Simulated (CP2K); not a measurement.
Consider 2-cyanothiazole at its PBE geometry (Å).

```xyz
9

N     3.4873   -0.1215    0.2561
C     2.3220   -0.1060    0.1783
C     0.9066   -0.0358    0.0685
N     0.0777   -1.0262    0.3534
C    -1.2124   -0.6347    0.1427
C    -1.3830    0.6582   -0.3088
S     0.1307    1.4294   -0.4796
H    -2.0203   -1.3376    0.3345
H    -2.3086    1.1741   -0.5451
```

Method: CP2K XAS_TDP, all-electron GAPW, PBEh(45%), aug-cc-pVDZ, TDA, ZORA, spin–orbit coupling.

Where do the S L₂,₃-edge lines lie, and how strong are they?

Leading lines: S7 164.47 eV. The leading line of an atom is its first one with 35 % of the strongest within 2.5 eV of its lowest line over the strength cut. 

The first six lines of each atom with a strength over 0.0003:

```tsv
atom	energy (eV)	states	strength, one atom
S7 (bonded to 2 C)	163.88	2	0.0003
	164.47	1	0.0022
	164.76	1	0.0014
	165.09	1	0.0004
	165.55	2	0.0017
	165.92	1	0.0043
```

Lines are vertical, at one geometry, with no vibrational structure. Without a correction of the core level, line positions, and the gaps between valence and Rydberg lines, follow the share of exact exchange. Rydberg lines, and the discretised continuum above threshold, depend on the basis and the box.

[Banner, clock and machine lines of the logs are left out without a mark of their own.]

[Logs are printed without paths, hosts, clocks, repeated set-up lines and the standing remarks that a program may print on its own settings, such as how far it seeks lower states.]

[Hosts, paths, dates, database ids (printed as entryN), source tags and the programs' standing remarks are cut or masked in the printed files.]
